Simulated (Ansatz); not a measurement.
# Zr (P6_3/mmc): the Drude term of Re ε in the infrared

Re ε of Zr (P6_3/mmc) along x at low photon energies is read from one computed spectrum; the carriers' damping was typed as γ = 0.1 eV. x, y and z are the Cartesian axes of the input cell.

Cell: a, b, c = 3.232, 3.232, 5.147 Å (primitive vectors), 2 atoms.

Method: Ansatz 0.2.0, PBE, independent particles, k-mesh 12×12×7 with interpolation inside its cells, Gaussian parameter 0.1 eV.

Launch of the response step: `ansatz run input.yaml --threads 4 --pin off --max-ram 8192MiB --backend cpu --events-out ev --progress --plain --runs-dir out`. The run took 27 s, on 4 threads of Arm Neoverse V1, with other jobs on the host.

```tsv
photon energy E (eV)	wavelength (µm)	Re ε
0.25	4.96	-149.7
0.30	4.13	-95.8
0.35	3.54	-60.7
0.40	3.10	?
0.50	2.48	4.6
0.60	2.07	23.1
0.70	1.77	14.6
```

A Drude term over a constant background gives Re ε = ε_b − ωp²/(E² + γ²), linear in 1/(E² + γ²).

Working, on the rows shown:

| x = 1/(E² + γ²) (eV⁻²) | y = Re ε |
| --- | --- |
| 13.7931 | -149.7 |
| 10 | -95.8 |
| 7.54717 | -60.7 |
| 3.84615 | 4.6 |
| 2.7027 | 23.1 |
| 2 | 14.6 |

Means: x̄ = 6.6482, ȳ = -43.983. Σ(x − x̄)(y − ȳ) = -1617, Σ(x − x̄)² = 108.1. Slope = -1617 / 108.1 = -14.96; intercept = ȳ − slope · x̄ = 55.457. The line misses the rows shown by at most 11.

Question: Predict the last column of the withheld row from the fit.

Answer: At x = 5.8824 the line gives y = -32.528. The run gave -35.1, so the interpolation is off by 2.6, 1.5 % of the range in the table.

Refitted with all rows, the slope is -14.94 and the intercept 54.988. These give ωp = √(−slope) = 3.87 eV, against 3.94 eV from the program's Fermi-surface sum, and an intercept of 55.0. Taking the program's Drude term off the rows leaves 64 at the lowest energy and 46 at the highest, so the background isn't constant: interband transitions lie in or near the window, and neither fitted number can be trusted. The values come from a sum over the points of one k-mesh and carry its error, which is largest for Fermi-surface quantities. Spin-orbit coupling is left out.

[Logs are printed without paths, hosts, clocks, repeated set-up lines and the standing remarks that a program may print on its own settings, such as how far it seeks lower states.]
